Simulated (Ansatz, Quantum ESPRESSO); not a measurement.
# Screening and band shifts of Mo2CO2 MXene, 1 layer, part 2 of 7

How does Mo2CO2 MXene, 1 layer respond to a gate-like field without added charge?

Quantum ESPRESSO 7.5; plane-wave DFT, vdW-DF-cx, GBRV ultrasoft pseudopotentials made under PBE; geometry and cross-check by Ansatz 0.2.0 with PAW datasets.

So far: The starting structure; Geometry from Ansatz.

## 3. Self-consistent run: no field

The zero-field run is the reference. tefield and dipfield are on already, so that all runs share k-points and boundary.

Level of this step: plane-wave DFT, vdW-DF-cx, GBRV ultrasoft pseudopotentials made under PBE (Quantum ESPRESSO 7.5). input_dft overrides the functional of the files.

The input, f0.in:

```
&control
  prefix = 'f0'
  outdir = './out'
  pseudo_dir = './pseudo'
  calculation = 'scf'
  tprnfor = .true.
  tefield = .true.
  dipfield = .true.
/
&system
  ibrav = 0
  nat = 5
  ntyp = 3
  ecutwfc = 40
  ecutrho = 200
  input_dft = 'vdw-df-cx'
  occupations = 'smearing'
  smearing = 'fd'
  degauss = 0.004
  edir = 3
  emaxpos = 0.97
  eopreg = 0.04
  eamp = 0.0
/
&electrons
  conv_thr = 1e-09
  mixing_beta = 0.4
  electron_maxstep = 120
  mixing_mode = 'plain'
/
ATOMIC_SPECIES
  O   15.9990  o_pbe_v1.2.uspp.F.UPF
  Mo  95.9500  mo_pbe_v1.uspp.F.UPF
  C   12.0110  c_pbe_v1.2.uspp.F.UPF
CELL_PARAMETERS angstrom
  3.09190257887328 0.00000000000000 0.00000000000000
  -1.54595128943664 2.67766617933088 -0.00000000000000
  0.00000000000000 -0.00000000000000 21.51903931870000
ATOMIC_POSITIONS crystal
  O   0.333333333333 0.666666666667 0.396062257604
  Mo  0.666666666667 0.333333333333 0.448057132490
  C   0.000000000000 0.000000000000 0.499999999456
  Mo  0.333333333333 0.666666666667 0.551942862246
  O   0.666666666667 0.333333333333 0.603937748203
K_POINTS automatic
  12 12 1 0 0 0
```

Started as:

```bash
$ OMP_NUM_THREADS=1 mpirun -n 4 pw.x -nk 4 -in f0.in > f0.out
```

The log of the run:

```text
Program PWSCF v.7.5 starts
[citation notice left out]

     Parallel version (MPI & OpenMP), running on       4 processor cores
     Number of MPI processes:                 4
     Threads/MPI process:                     1

     MPI processes distributed on     1 nodes
[...]
Current dimensions of program PWSCF are:
     Max number of different atomic species (ntypx) = 10
     Max number of k-points (npk) =  40000
     Max angular momentum in pseudopotentials (lmaxx) =  4
     Presently no symmetry can be used with electric field

     IMPORTANT: XC functional enforced from input :
     Exchange-correlation= VDW-DF-CX
                           (   1   4  27   0   1   0   0)
     Any further DFT definition will be discarded
     Please, verify this is what you really want

     K-points division:     npool     =       4
     Subspace diagonalization in iterative solution of the eigenvalue problem:
     a serial algorithm will be used

     G-vector sticks info
     --------------------
     sticks:   dense  smooth     PW     G-vecs:    dense   smooth      PW
     Sum         475     379    121                57393    41101    8159

     Using Slab Decomposition

     bravais-lattice index     =            0
     lattice parameter (alat)  =       5.8428  a.u.
     unit-cell volume          =    1202.2692 (a.u.)^3
     number of atoms/cell      =            5
     number of atomic types    =            3
     number of electrons       =        44.00
     number of Kohn-Sham states=           26
     kinetic-energy cutoff     =      40.0000  Ry
     charge density cutoff     =     200.0000  Ry
     scf convergence threshold =      1.0E-09
     mixing beta               =       0.4000
     number of iterations used =            8  plain     mixing
     Exchange-correlation= VDW-DF-CX
                           (   1   4  27   0   1   0   0)

     celldm(1)=   5.842849  celldm(2)=   0.000000  celldm(3)=   0.000000
     celldm(4)=   0.000000  celldm(5)=   0.000000  celldm(6)=   0.000000

     crystal axes: (cart. coord. in units of alat)
               a(1) = (   1.000000   0.000000   0.000000 )
               a(2) = (  -0.500000   0.866025  -0.000000 )
               a(3) = (   0.000000  -0.000000   6.959805 )

     reciprocal axes: (cart. coord. in units 2 pi/alat)
               b(1) = (  1.000000  0.577350  0.000000 )
               b(2) = ( -0.000000  1.154701  0.000000 )
               b(3) = ( -0.000000  0.000000  0.143682 )

     PseudoPot. # 1 for O  read from file:
     ./pseudo/o_pbe_v1.2.uspp.F.UPF
     Pseudo is Ultrasoft + core correction, Zval =  6.0
     Generated by new atomic code, or converted to UPF format
     Using radial grid of  737 points,  5 beta functions with:
                l(1) =   0
                l(2) =   0
                l(3) =   1
                l(4) =   1
                l(5) =   2
     Q(r) pseudized with  8 coefficients,  rinner =    0.900   0.900   0.900
                                                       0.900   0.900

     PseudoPot. # 2 for Mo read from file:
     ./pseudo/mo_pbe_v1.uspp.F.UPF
     Pseudo is Ultrasoft + core correction, Zval = 14.0
     Generated by new atomic code, or converted to UPF format
     Using radial grid of  889 points,  6 beta functions with:
                l(1) =   0
                l(2) =   0
                l(3) =   1
                l(4) =   1
                l(5) =   2
                l(6) =   2
     Q(r) pseudized with  6 coefficients,  rinner =    1.000   1.000   1.000
                                                       1.000   1.000

     PseudoPot. # 3 for C  read from file:
     ./pseudo/c_pbe_v1.2.uspp.F.UPF
     Pseudo is Ultrasoft + core correction, Zval =  4.0
     Generated by new atomic code, or converted to UPF format
     Using radial grid of  721 points,  4 beta functions with:
                l(1) =   0
                l(2) =   0
                l(3) =   1
                l(4) =   1
     Q(r) pseudized with  8 coefficients,  rinner =    1.100   1.100   1.100

     atomic species   valence    mass     pseudopotential
     O                 6.00    15.99900     O ( 1.00)
     Mo               14.00    95.95000     Mo( 1.00)
     C                 4.00    12.01100     C ( 1.00)

     No symmetry found

   Cartesian axes

     site n.     atom                  positions (alat units)
         1        O      tau(   1) = (  -0.0000000   0.5773503   2.7565161  )
         2        Mo     tau(   2) = (   0.5000000   0.2886751   3.1183903  )
         3        C      tau(   3) = (   0.0000000   0.0000000   3.4799025  )
         4        Mo     tau(   4) = (  -0.0000000   0.5773503   3.8414147  )
         5        O      tau(   5) = (   0.5000000   0.2886751   4.2032890  )

     number of k points=    74  Fermi-Dirac smearing, width (Ry)=  0.0040
                       cart. coord. in units 2pi/alat
        k(    1) = (   0.0000000   0.0000000   0.0000000), wk =   0.0138889
        k(    2) = (   0.0000000   0.0962250   0.0000000), wk =   0.0277778
        k(    3) = (   0.0000000   0.1924501   0.0000000), wk =   0.0277778
        k(    4) = (   0.0000000   0.2886751   0.0000000), wk =   0.0277778
        k(    5) = (   0.0000000   0.3849002   0.0000000), wk =   0.0277778
        k(    6) = (   0.0000000   0.4811252   0.0000000), wk =   0.0277778
        k(    7) = (   0.0000000  -0.5773503   0.0000000), wk =   0.0138889
        k(    8) = (   0.0833333   0.0481125   0.0000000), wk =   0.0277778
        k(    9) = (   0.0833333   0.1443376   0.0000000), wk =   0.0277778
        k(   10) = (   0.0833333   0.2405626   0.0000000), wk =   0.0277778
[...]
k(   74) = (  -0.5000000  -0.8660254   0.0000000), wk =   0.0138889

     Dense  grid:    57393 G-vectors     FFT dimensions: (  27,  27, 192)

     Smooth grid:    41101 G-vectors     FFT dimensions: (  24,  24, 180)

     Estimated max dynamical RAM per process >     128.54 MB

     Estimated total dynamical RAM >     472.13 MB

     Check: negative core charge=   -0.000001

     Initial potential from superposition of free atoms

     starting charge      43.9978, renormalised to      44.0000

     negative rho (up, down):  4.157E-03 0.000E+00

     %%%%%%%%%%%%%%%%%%%%%%%%%%%%%%%%%%%%%%%%%%%%%%%%%%%%%%%%%%%%%%%%%%%%%%%%
     %                                                                      %
     % You are using vdW-DF, which was implemented by the Thonhauser group. %
     % Please cite the following two papers that made this development      %
[...]
total energy              =    -354.70243062 Ry
     estimated scf accuracy    <       0.01008835 Ry

     iteration #  8     ecut=    40.00 Ry     beta= 0.40
[...]
negative rho (up, down):  4.849E-03 0.000E+00

[...]
Dipole                0.0014 Ry au,          0.0037 Debye
[...]
total energy              =    -354.70215886 Ry
     estimated scf accuracy    <       0.00208624 Ry

     iteration #  9     ecut=    40.00 Ry     beta= 0.40
[...]
negative rho (up, down):  4.844E-03 0.000E+00

[...]
Dipole               -0.0006 Ry au,         -0.0015 Debye
[...]
total energy              =    -354.70275027 Ry
     estimated scf accuracy    <       0.00120854 Ry

     iteration # 10     ecut=    40.00 Ry     beta= 0.40
[...]
negative rho (up, down):  4.840E-03 0.000E+00

[...]
Dipole                0.0001 Ry au,          0.0003 Debye
[...]
total energy              =    -354.70280203 Ry
     estimated scf accuracy    <       0.00013011 Ry

     iteration # 11     ecut=    40.00 Ry     beta= 0.40
[...]
negative rho (up, down):  4.841E-03 0.000E+00

[...]
Dipole               -0.0001 Ry au,         -0.0003 Debye
[...]
total energy              =    -354.70284011 Ry
     estimated scf accuracy    <       0.00003368 Ry

     iteration # 12     ecut=    40.00 Ry     beta= 0.40
[...]
negative rho (up, down):  4.840E-03 0.000E+00

[...]
Dipole                0.0000 Ry au,          0.0001 Debye
[...]
total energy              =    -354.70284180 Ry
     estimated scf accuracy    <       0.00000371 Ry

     iteration # 13     ecut=    40.00 Ry     beta= 0.40
[...]
negative rho (up, down):  4.840E-03 0.000E+00

[...]
Dipole                0.0000 Ry au,          0.0000 Debye
[...]
total energy              =    -354.70284283 Ry
     estimated scf accuracy    <       0.00000061 Ry

     iteration # 14     ecut=    40.00 Ry     beta= 0.40
[...]
negative rho (up, down):  4.840E-03 0.000E+00

[...]
Dipole               -0.0000 Ry au,         -0.0000 Debye
[...]
total energy              =    -354.70284291 Ry
     estimated scf accuracy    <       0.00000011 Ry

     iteration # 15     ecut=    40.00 Ry     beta= 0.40
[...]
negative rho (up, down):  4.840E-03 0.000E+00

[...]
Dipole                0.0000 Ry au,          0.0000 Debye
[...]
total energy              =    -354.70284292 Ry
     estimated scf accuracy    <          2.3E-09 Ry

     iteration # 16     ecut=    40.00 Ry     beta= 0.40
[...]
negative rho (up, down):  4.840E-03 0.000E+00

[...]
Dipole                0.0000 Ry au,          0.0000 Debye
[...]
total energy              =    -354.70284292 Ry
     estimated scf accuracy    <          2.0E-09 Ry

     iteration # 17     ecut=    40.00 Ry     beta= 0.40
[...]
negative rho (up, down):  4.840E-03 0.000E+00

[...]
Dipole               -0.0000 Ry au,         -0.0001 Debye
[...]
End of self-consistent calculation

          k = 0.0000 0.0000 0.0000 (  5091 PWs)   bands (ev):

   -62.1758 -62.0676 -36.6008 -36.0424 -36.0424 -35.9955 -35.9465 -35.9465
   -18.6259 -18.4585 -12.2999  -7.4932  -6.5877  -6.5877  -4.8308  -4.8308
    -4.4049  -2.0945  -2.0584  -2.0584  -1.9598  -1.9598  -0.3105   0.5640
     0.5640   2.1470

          k = 0.0000 0.0962 0.0000 (  5103 PWs)   bands (ev):

   -62.1703 -62.0654 -36.5890 -36.1082 -36.0559 -35.9827 -35.9676 -35.9494
   -18.5804 -18.4340 -12.3202  -7.3736  -6.5634  -6.4957  -5.0307  -4.7820
    -4.2593  -2.9408  -2.7363  -1.9840  -1.5344  -1.2832  -0.2607   0.6587
     0.7136   2.1559

          k = 0.0000 0.1925 0.0000 (  5090 PWs)   bands (ev):

   -62.1551 -62.0596 -36.5592 -36.2325 -36.0904 -36.0684 -35.9596 -35.9550
   -18.4677 -18.3725 -12.3449  -7.0628  -6.4586  -6.2604  -5.3932  -4.6908
    -4.0154  -3.9030  -3.2599  -2.1307  -1.5302  -0.7582   0.1502   0.9275
     1.0194   2.0873

          k = 0.0000 0.2887 0.0000 (  5110 PWs)   bands (ev):

   -62.1334 -62.0525 -36.5333 -36.3785 -36.1676 -36.1343 -35.9764 -35.9595
   -18.3413 -18.3022 -12.3004  -6.8115  -6.2490  -6.0188  -5.6066  -4.7813
    -4.6523  -3.7211  -3.4124  -2.5442  -1.6736  -0.3942   0.6953   1.0391
     1.5289   2.0652

          k = 0.0000 0.3849 0.0000 (  5142 PWs)   bands (ev):

   -62.1098 -62.0471 -36.5671 -36.4933 -36.2178 -36.1759 -35.9952 -35.9785
   -18.2565 -18.2391 -12.1516  -7.0524  -6.0954  -5.9487  -5.5099  -4.8149
    -4.5831  -3.9894  -3.2458  -2.6208  -1.8723  -0.0054   0.8310   1.3812
     1.7036   1.9519

          k = 0.0000 0.4811 0.0000 (  5158 PWs)   bands (ev):

   -62.0903 -62.0455 -36.6502 -36.5522 -36.2053 -36.2045 -36.0097 -36.0056
   -18.2319 -18.1858 -11.9595  -7.5313  -6.0109  -5.9883  -5.2267  -4.5902
    -4.4761  -4.3297  -2.9783  -2.5128  -1.9479   0.3800   0.6656   1.5557
     1.6605   1.9080

[...]
the Fermi energy is     0.2470 ev

!    total energy              =    -354.70284288 Ry
     estimated scf accuracy    <          2.8E-10 Ry
     smearing contrib. (-TS)   =      -0.00144632 Ry
     internal energy E=F+TS    =    -354.70139656 Ry

     The total energy is F=E-TS. E is the sum of the following terms:
     one-electron contribution =   -3212.08328192 Ry
     hartree contribution      =    1606.68344602 Ry
     xc contribution           =     -56.68423219 Ry
     ewald contribution        =    1307.38267154 Ry
     electric field correction =       0.00000000 Ry

     convergence has been achieved in  17 iterations

     negative rho (up, down):  4.840E-03 0.000E+00

     Forces acting on atoms (cartesian axes, Ry/au):

     atom    1 type  1   force =     0.00000002    0.00000001    0.00746144
     atom    2 type  2   force =    -0.00000003    0.00000000    0.00416922
     atom    3 type  3   force =    -0.00000001   -0.00000002   -0.00000063
     atom    4 type  2   force =     0.00000001    0.00000001   -0.00417289
     atom    5 type  1   force =     0.00000001   -0.00000000   -0.00745714

     Total force =     0.012086     Total SCF correction =     0.000120

[...]
=------------------------------------------------------------------------------=
   JOB DONE.
=------------------------------------------------------------------------------=
[...]
[key lines of the parts left out:]
Dipole field         -0.0000 Ry au,
```

Elapsed: 2.9 min, on 4 MPI ranks of Arm Neoverse N1, shared host; peak memory 0.89 GiB.

Numbers from this step:

- free energy: -4825.9780 eV
- energy at zero smearing: -4825.9682 eV
- Fermi energy: 0.247 eV
- dipole along the normal: -2.08e-5 e·Å
- valence top, on the run's zero: 0.5520 eV
- conduction bottom, on the run's zero: -0.3105 eV

The program's own clock; routines nest. Time by routine:

| routine | wall time (s) | calls |
| --- | --- | --- |
| PWSCF | 174.2 | 1 |
| electrons | 137.3 | 1 |
| c_bands | 104.8 | 17 |
| cegterg | 96.81 | 323 |
| h_psi | 77.61 | 1453 |
| fftw | 73.5 | 50850 |
| vloc_psi | 66.7 | 1453 |
| v_of_rho | 41.98 | 18 |
| init_run | 35.19 | 1 |
| potinit | 31.14 | 1 |
| vdW_kernel | 30.37 | 1 |
| sum_band | 19.09 | 17 |
| calbec | 7.73 | 1852 |
| add_vuspsi | 5.4 | 1453 |

By band count these two levels touch or overlap: there is no gap, and they are no band edges.

The run needed 17 iterations to bring the estimated error under 1e-09 Ry; the largest force on any atom, held or free, is 0.19 eV/Å.

## 4. Potential by pp.x

plot_num = 11 writes the bare and Hartree potential. It leaves out exchange and correlation, which fade slowly, so it flattens close to the surface.

The input, f0.pot.in:

```
&inputpp
  prefix = 'f0'
  outdir = './out'
  filplot = 'f0.pot.dat'
  plot_num = 11
/
```

Started as:

```bash
$ OMP_NUM_THREADS=1 mpirun -n 4 pp.x -in f0.pot.in > f0.pot.out
```

It took 32 s on 4 MPI ranks; peak memory 0.2 GiB.

Numbers from this step:

```
work function of the upper face                                       : 6.502 eV
slope of the potential above                                          : 3.58e-6 eV/Å
upper vacuum line continued to the top atoms, over the Fermi level    : 6.502 eV
work function of the lower face                                       : 6.501 eV
slope of the potential below                                          : -5.54e-6 eV/Å
lower vacuum line continued to the bottom atoms, over the Fermi level : 6.501 eV
```

The vacuum is flat to 0.1 meV/Å, so its level is well defined. Inside the slab the curve depends on the local part of the pseudopotentials; only the vacuum level has a meaning of its own.

[end of part 2 of 7]

[Logs are printed without paths, hosts, clocks, repeated set-up lines and the standing remarks that a program may print on its own settings, such as how far it seeks lower states.]

[Hosts, paths, dates, database ids (printed as entryN), source tags and the programs' standing remarks are cut or masked in the printed files.]

[Maps of the electrostatic potential energy from Ansatz leave out the sawtooth potential of an applied field or a dipole correction, so their vacuum need not be flat; planar profiles and work functions include it.]
